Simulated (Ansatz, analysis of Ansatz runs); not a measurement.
# Interstitial H in fcc Al, hop from a tetrahedral to the next octahedral site: migration barrier, PBE-D3(BJ)

Aim: the migration barrier of interstitial H in fcc Al, hop from a tetrahedral to the next octahedral site, to be set beside the measurement. Set-up: PBE-D3(BJ), 32-site cell, PBE-D3(BJ) lattice, 420 eV, k: 3x3x3 Gamma-centred. The model is a cell of 32 host atoms with 1 H put in. The barrier is the energy of the highest image of a climbing band over the relaxed site that the atom leaves.

What was measured. Migration barrier: 0.452 eV, by diffusion measurements (T > 250 K); average of cited values (quoted in “Explainable Machine Learning for Hydrogen Diffusion in Metals and Random Binary Alloys”, 2023, G. M. Lu et al., quoting earlier work (1981)). The calculation is set beside it at the end.

Calculated with Ansatz 0.2.0; plane-wave PAW DFT, PBE-D3(BJ); relaxation of all atoms of a defect supercell.

**1. The starting structure**

The cell holds 33 atoms: 32 Al and 1 H. Its edges and angles: a = 7.967 Å, b = 7.967 Å, c = 7.967 Å, α = 90.0°, β = 90.0°, γ = 90.0°. It derives from Al (space group Fm-3m). Nearest the centre at fractional (0.375, 0.375, 0.375): H33 at 0.00 Å, Al29 at 1.72 Å, Al18 at 1.72 Å, Al8 at 1.72 Å, Al11 at 1.72 Å, Al13 at 3.30 Å, Al4 at 3.30 Å, Al15 at 3.30 Å.

The host's primitive cell comes from a first run (plane-wave PAW DFT, PBE-D3(BJ); relaxation of the host's cell and atoms): vectors of 2.817, 2.817 and 2.817 Å. That is 15.80 Å³ an atom, 4.8 % under the diffraction cell's volume. The supercell is built on it.

**2. Relaxation, charge 0**

A barrier counts from a true minimum, so both ends of the jump are relaxed first.

Input file start/input.yaml:

```yaml
relax:
  f_tol: 0.02
  max_steps: 80
  escape_saddle: false
crystal:
  lattice:
    - [7.96731446, 0.0, 0.0]
    - [0.0, 7.96731446, 0.0]
    - [0.0, 0.0, 7.96731446]
  atoms:
    - { symbol: Al, position: [0.0, 0.0, 0.0] }
    - { symbol: Al, position: [0.0, 0.25, 0.25] }
    - { symbol: Al, position: [0.25, 0.0, 0.25] }
    - { symbol: Al, position: [0.25, 0.25, 0.0] }
    - { symbol: Al, position: [0.0, 0.0, 0.5] }
    - { symbol: Al, position: [0.0, 0.25, 0.75] }
    - { symbol: Al, position: [0.25, 0.0, 0.75] }
    - { symbol: Al, position: [0.25, 0.25, 0.5] }
    - { symbol: Al, position: [0.0, 0.5, 0.0] }
    - { symbol: Al, position: [0.0, 0.75, 0.25] }
    - { symbol: Al, position: [0.25, 0.5, 0.25] }
    - { symbol: Al, position: [0.25, 0.75, 0.0] }
    - { symbol: Al, position: [0.0, 0.5, 0.5] }
    - { symbol: Al, position: [0.0, 0.75, 0.75] }
    - { symbol: Al, position: [0.25, 0.5, 0.75] }
    - { symbol: Al, position: [0.25, 0.75, 0.5] }
    - { symbol: Al, position: [0.5, 0.0, 0.0] }
    - { symbol: Al, position: [0.5, 0.25, 0.25] }
    - { symbol: Al, position: [0.75, 0.0, 0.25] }
    - { symbol: Al, position: [0.75, 0.25, 0.0] }
    - { symbol: Al, position: [0.5, 0.0, 0.5] }
    - { symbol: Al, position: [0.5, 0.25, 0.75] }
    - { symbol: Al, position: [0.75, 0.0, 0.75] }
    - { symbol: Al, position: [0.75, 0.25, 0.5] }
    - { symbol: Al, position: [0.5, 0.5, 0.0] }
    - { symbol: Al, position: [0.5, 0.75, 0.25] }
    - { symbol: Al, position: [0.75, 0.5, 0.25] }
    - { symbol: Al, position: [0.75, 0.75, 0.0] }
    - { symbol: Al, position: [0.5, 0.5, 0.5] }
    - { symbol: Al, position: [0.5, 0.75, 0.75] }
    - { symbol: Al, position: [0.75, 0.5, 0.75] }
    - { symbol: Al, position: [0.75, 0.75, 0.5] }
    - { symbol: H, position: [0.375, 0.375, 0.375] }
basis:
  ecutwfc: 420
  xc_grid: 2
hamiltonian:
  xc: pbe
  dispersion: d3bj
kpoints:
  mp_grid: { grid: [3, 3, 3] }
scf:
  occupations: { method: methfessel_paxton, width: 0.1 }
  max_iter: 120
output:
  forces: true
checkpoint:
  write: "../start.run"
  compress: false
  write_wavefunctions: true
  write_every: 100000
```

Launch:

```bash
$ ansatz run input.yaml --threads 2 --pin off --max-ram 3768MiB --backend cpu --events-out ev --progress --plain --runs-dir out
```

Numbers of over 12 decimals in the logs are rounded to 6 here.

Output:

```text
[... repeated set-up lines and file paths are left out, and long positions are rounded to six places ...]
Engine: ansatz 0.2.0, aarch64-unknown-linux-gnu
Pseudopotentials: kind: paw
Pseudopotential: Al, paw, valence charge 3, recommended cutoff 420 eV (normal), Al.paw.azcp
Pseudopotential: H, paw, valence charge 1, recommended cutoff 420 eV (normal), H.paw.azcp
Functional definition: PBE
  parameter kappa = 0.804
  parameter beta = 0.066725
  exchange = pbe_x(kappa = kappa, mu = beta*pi^2/3)
  correlation = pbe_c(beta = beta)
Crystal: 33 atoms, lattice volume = 505.750 Å³
Basis set: ecut = 420 eV, 9843 PW (Γ), exchange–correlation on 108×108×108 points (8 copies of the dense FFT grid, shifted against one another)
Bands: 82, of which v1, the nominal top of the filled ones, is band 49 counted from 1 (48 counted from 0)
Symmetry: 24 space group operations
Space group: P-43m (ITA 215), of the structure as read, at distance tolerance 8.0e-5 Å
k-points: 4 of 27 (time reversal used)
Non-local potential: Al, projectors of the file, l = 0: 2, l = 1: 2, l = 2: 1
Non-local potential: H, projectors of the file, l = 0: 2, l = 1: 1
PAW form: soft (Blöchl's): semilocal exchange-correlation on the pseudo side does not see the compensation charge
PAW one-centre angular grid: Al, 110 points (default); XC on 64 Gauss nodes
PAW one-centre angular grid: H, 110 points (default); XC on 64 Gauss nodes
Initial density: superposition of atomic densities (neutral atoms: chi_scale 0, normalization atom), corrected by the library's trained network
Initial wavefunctions: pseudopotential atomic-orbital guess
Functional: x = pbe(κ = 0.804, μ = 0.219515), c = pbe(β = 0.066725)
SCF iter   1: F=—  HF=-17226.702864 eV  |F-HF|=—  |Δ(HF+E_count)|=         —  Δρ=1.11e-3  dr2=6.67e-3  ethr=1.77e-3  ⟨swp⟩=8.0  Hψ=1693  notcnv=0  defer=3
preconditioner: auto → Kerker (q_TF=auto, 2.072 Å⁻¹)  [metal: Δε(μ)=0.062 eV  Ē_g=7.140 eV  σ=0.100 eV  W_gap=0.48  n_scr=80 (ndim 8)  ℏωp=16.3 eV  f_vac=0.000  D(μ)=12.79/eV (n_scr^D=80)]
SCF iter   2: F=—  HF=-17226.703178 eV  |F-HF|=—  |Δ(HF+E_count)|=   3.14e-4  S|Δr|=    0.00e0  Δρ=6.63e-4  dr2=2.47e-3  ethr=6.88e-6  ⟨swp⟩=2.0  Hψ=422  notcnv=0  defer=4
SCF iter   3: F=—  HF=-17226.702828 eV  |F-HF|=—  |Δ(HF+E_count)|=   3.51e-4  S|Δr|=    0.00e0  Δρ=7.47e-5  dr2=6.16e-5  ethr=2.55e-6  ⟨swp⟩=2.0  Hψ=409  notcnv=0  defer=4
SCF iter   4: F=-17226.702815 eV  HF=-17226.702819 eV  |F-HF|=3.80e-6  |Δ(HF+E_count)|=   8.80e-6  S|Δr|=    0.00e0  Δρ=2.32e-5  dr2=5.50e-6  ethr=1.03e-8  ⟨swp⟩=4.0  Hψ=880  notcnv=0
SCF 1 converged in 4 iterations: F = -17226.702815 eV  dr2 = 5.50e-6
  greatest PAW one-centre occupation: 0.454 electrons in one spin orbital (limit 2), on the Al atom at site 28 (counted from 0), in its partial waves of l = 0
relax step   1: F+E_penalty+E_count = -17226.70281502 eV  Δ(F+E_penalty+E_count) = +0.000e0 eV  max|allowed force component| = 8.102e-1 eV/Å  Δτ_max = 0.0000 Å  (4 SCF iters, dr2 threshold 1.00e-5 eV, accepted)
[... the SCF cycles and remarks between the steps are left out from here to the last step ...]
relax step   2: F+E_penalty+E_count = -17227.00443669 eV  Δ(F+E_penalty+E_count) = -3.016e-1 eV  max|allowed force component| = 1.696e-1 eV/Å  Δτ_max = 0.0901 Å  (5 SCF iters, dr2 threshold 4.10e-5 eV, accepted)
relax step   3: F+E_penalty+E_count = -17227.02445193 eV  Δ(F+E_penalty+E_count) = -2.002e-2 eV  max|allowed force component| = 7.336e-3 eV/Å  Δτ_max = 0.0313 Å  (5 SCF iters, dr2 threshold 1.80e-6 eV, accepted)
iter 1 solved again at ethr=2.27e-10 eV; its pass at ethr=3.10e-3 eV (dr2=2.21e-7 eV) is discarded
SCF iter   1: F=—  HF=-17227.024462 eV  |F-HF|=—  |Δ(HF+E_count)|=         —  Δρ=6.23e-6  dr2=2.21e-7  ethr=2.27e-10  ⟨swp⟩=1.2  Hψ=925  notcnv=0  defer=15
SCF iter   2: F=-17227.024452 eV  HF=-17227.024452 eV  |F-HF|=9.86e-9  |Δ(HF+E_count)|=   1.04e-5  S|Δr|=    0.00e0  Δρ=3.71e-6  dr2=5.91e-8  ethr=1.03e-10  ⟨swp⟩=3.0  Hψ=804  notcnv=0
SCF 4 converged in 2 iterations: F = -17227.024452 eV  dr2 = 5.91e-8
relax step   4: F+E_penalty+E_count = -17227.02445199 eV  Δ(F+E_penalty+E_count) = -5.107e-8 eV  max|allowed force component| = 7.301e-3 eV/Å  Δτ_max = 0.0000 Å  (2 SCF iters, accepted)
NSCF: frozen V_eff on 4 k-points
the band table was solved once a step of the walk had ended and its energy, with any forces and stress, was formed, with the checks that follow a solve (1885 applications of the Hamiltonian). They found nothing against the state; [...]
SCF converged after 2 iterations
Stability not checked: this state was not tested for a lower state beside it, because cold or Methfessel-Paxton smearing, or corrected tetrahedra, fill the levels in a way that the test cannot read (fill_not_monotonic; see scf.lower_state_search)
Free energy (F): -17227.024452 eV
Harris-Foulkes:  -17227.024452 eV  (|F-HF|=9.86e-9)
Internal energy: -17227.031931 eV  (E = F + TS)
E sigma→0 (E₀):  -17227.026322 eV
Entropy (-TS):   0.007479 eV (0.227 meV/atom)
Fermi energy:    8.249267 eV
--- Per-component energies (eV) ---
  E_band       = 371.300216
  E_kinetic    = 766.698903
  E_local      = 325.309411  (includes V_loc(G=0)·N_el)
  E_nonlocal   = 337.013119
  E_hartree    = 7.716413
  E_xc         = -1291.648821
  E_vxc        = -952.803510  (∫ρ·V_xc dr)
  E_paw        = -14958.255539  (= ΣΔE_a)
  E_vpaw       = -120.349043  (= ΣTr[D̂ρ^β])
  E_aug_tail   = -0.001292  (compensation charges beyond the density's cutoff)
  E_ewald      = -2402.451666
  E_disp       = -11.412461  (pairwise vdW)
  E_smearing   = 0.007479  (= −TS)
  E_closure    = 0.000000  (closes the sum)
  Σ components = -17227.024452   (vs F -17227.024452, Δ=0.00e0)
--- Forces (eV/Å), atoms counted from 1 ---
  atom   1  Al    -0.00192489    -0.00192489    -0.00192489
  atom   2  Al    -0.00298063    -0.00265105    -0.00265105
  atom   3  Al    -0.00265105    -0.00298063    -0.00265105
  atom   4  Al    -0.00265105    -0.00265105    -0.00298063
  atom   5  Al     0.00364981     0.00364981     0.00730111
  atom   6  Al     0.00364981    -0.00730111    -0.00364981
  atom   7  Al    -0.00730111     0.00364981    -0.00364981
  atom   8  Al     0.00119848     0.00119848    -0.00119848
  atom   9  Al     0.00364981     0.00730111     0.00364981
  atom  10  Al     0.00364981    -0.00364981    -0.00730111
  atom  11  Al     0.00119848    -0.00119848     0.00119848
  atom  12  Al    -0.00730111    -0.00364981     0.00364981
  atom  13  Al    -0.00298063     0.00265105     0.00265105
  atom  14  Al    -0.00192489     0.00192489     0.00192489
  atom  15  Al    -0.00265105     0.00265105     0.00298063
  atom  16  Al    -0.00265105     0.00298063     0.00265105
  atom  17  Al     0.00730111     0.00364981     0.00364981
  atom  18  Al    -0.00119848     0.00119848     0.00119848
  atom  19  Al    -0.00364981     0.00364981    -0.00730111
  atom  20  Al    -0.00364981    -0.00730111     0.00364981
  atom  21  Al     0.00265105    -0.00298063     0.00265105
  atom  22  Al     0.00265105    -0.00265105     0.00298063
  atom  23  Al     0.00192489    -0.00192489     0.00192489
  atom  24  Al     0.00298063    -0.00265105     0.00265105
  atom  25  Al     0.00265105     0.00265105    -0.00298063
  atom  26  Al     0.00265105     0.00298063    -0.00265105
  atom  27  Al     0.00298063     0.00265105    -0.00265105
  atom  28  Al     0.00192489     0.00192489    -0.00192489
  atom  29  Al    -0.00119848    -0.00119848    -0.00119848
  atom  30  Al     0.00730111    -0.00364981    -0.00364981
  atom  31  Al    -0.00364981     0.00730111    -0.00364981
  atom  32  Al    -0.00364981    -0.00364981     0.00730111
  atom  33  H      0.00000000    -0.00000000    -0.00000000
  max |Σ_I F_I| component: 9.53e-17 eV/Å
--- Band table (eV) ---
  k-point 0: bands = ["-3.1442", "-1.4396", "-0.7178", "-0.7178", [... 74 left out ...] "11.3518", "11.3518", "11.3739", "13.1512"]
  k-point 1: bands = ["-2.9024", "-2.1244", "-1.0483", "-0.4644", [... 74 left out ...] "12.8757", "12.9198", "12.9198", "12.9812"]
  [... further k-points left out ...]
--- Relaxed structure (4 steps of the walk, 4 accepted, 0 SCFs on fresh bases) ---
  F+E_penalty+E_count = -17227.02445199 eV   max|allowed force component| = 7.301e-3 eV/Å
  atoms:
    - { symbol: Al, position: [0.000183, 0.000183, 0.000183] }
    - { symbol: Al, position: [0.000921, 0.250515, 0.250515] }
    - { symbol: Al, position: [0.250515, 0.000921, 0.250515] }
    - { symbol: Al, position: [0.250515, 0.250515, 0.000921] }
    - { symbol: Al, position: [-0.002140, -0.002140, 0.500504] }
    - { symbol: Al, position: [-0.002140, 0.249496, 0.752140] }
    - { symbol: Al, position: [0.249496, -0.002140, 0.752140] }
    - { symbol: Al, position: [0.241201, 0.241201, 0.508799] }
    - { symbol: Al, position: [-0.002140, 0.500504, -0.002140] }
    - { symbol: Al, position: [-0.002140, 0.752140, 0.249496] }
    - { symbol: Al, position: [0.241201, 0.508799, 0.241201] }
    - { symbol: Al, position: [0.249496, 0.752140, -0.002140] }
    - { symbol: Al, position: [0.000921, 0.499485, 0.499485] }
    - { symbol: Al, position: [0.000183, 0.749817, 0.749817] }
    - { symbol: Al, position: [0.250515, 0.499485, 0.749079] }
    - { symbol: Al, position: [0.250515, 0.749079, 0.499485] }
    - { symbol: Al, position: [0.500504, -0.002140, -0.002140] }
    - { symbol: Al, position: [0.508799, 0.241201, 0.241201] }
    - { symbol: Al, position: [0.752140, -0.002140, 0.249496] }
    - { symbol: Al, position: [0.752140, 0.249496, -0.002140] }
    - { symbol: Al, position: [0.499485, 0.000921, 0.499485] }
    - { symbol: Al, position: [0.499485, 0.250515, 0.749079] }
    - { symbol: Al, position: [0.749817, 0.000183, 0.749817] }
    - { symbol: Al, position: [0.749079, 0.250515, 0.499485] }
    - { symbol: Al, position: [0.499485, 0.499485, 0.000921] }
    - { symbol: Al, position: [0.499485, 0.749079, 0.250515] }
    - { symbol: Al, position: [0.749079, 0.499485, 0.250515] }
    - { symbol: Al, position: [0.749817, 0.749817, 0.000183] }
    - { symbol: Al, position: [0.508799, 0.508799, 0.508799] }
    - { symbol: Al, position: [0.500504, 0.752140, 0.752140] }
    - { symbol: Al, position: [0.752140, 0.500504, 0.752140] }
    - { symbol: Al, position: [0.752140, 0.752140, 0.500504] }
    - { symbol: H, position: [0.375, 0.375, 0.375] }
```

Run time: 44 s. Hardware: 2 threads of Arm Neoverse N1, shared host; peak memory 0.77 GiB.

The steps of the relaxation:

```
step  energy less that of the first step (eV)  largest force component (eV/Å)
   1                                   0.0000                          0.8102
   2                                  -0.3016                          0.1696
   3                                  -0.3216                          0.0073
   4                                  -0.3216                          0.0073
```

The run keeps the 24 symmetry operations that it works with, so distortions that break them were not tested.

The atoms that moved most (Å):

```
atom      dx      dy      dz  length
Al29   0.070   0.070   0.070   0.121
 Al8  -0.070  -0.070   0.070   0.121
Al18   0.070  -0.070  -0.070   0.121
Al11  -0.070   0.070  -0.070   0.121
 Al9  -0.017   0.004  -0.017   0.024
Al17   0.004  -0.017  -0.017   0.024
 Al5  -0.017  -0.017   0.004   0.024
Al12  -0.004   0.017  -0.017   0.024
```

Neighbours of H33 at the end:

```
atom  distance (Å)
 Al8         1.846
Al18         1.846
Al11         1.846
Al29         1.846
Al13         3.294
 Al4         3.294
 Al3         3.294
Al21         3.294
Al25         3.294
 Al2         3.294
Al27         3.294
Al24         3.294
Al22         3.294
Al16         3.294
Al26         3.294
Al15         3.294
```

Numbers from this step:

| Property | Result |
| --- | --- |
| free energy | -17227.0245 eV |
| smearing term TS | -0.007479 eV |

The other runs of this kind differ in structure, charge or spin alone:

```
                 run    outcome  energy less the first (eV)  moment (μB)  time
relaxation, charge 0  converged                      0.0000         0.00  44 s
relaxation, charge 0  converged                      0.0492         0.00  31 s
```

The relaxation ends 9.7 meV an atom lower, with a largest force component of 0.0073 eV/Å.

(Continued in part 2 of 2.)

[Logs are printed without paths, hosts, clocks, repeated set-up lines and the standing remarks that a program may print on its own settings, such as how far it seeks lower states.]

[Hosts, paths, dates, database ids (printed as entryN), source tags and the programs' standing remarks are cut or masked in the printed files.]

[For some hosts the program warned that the k-mesh of the response run may be too coarse for force constants and the static dielectric constant; such warnings are not shown here.]
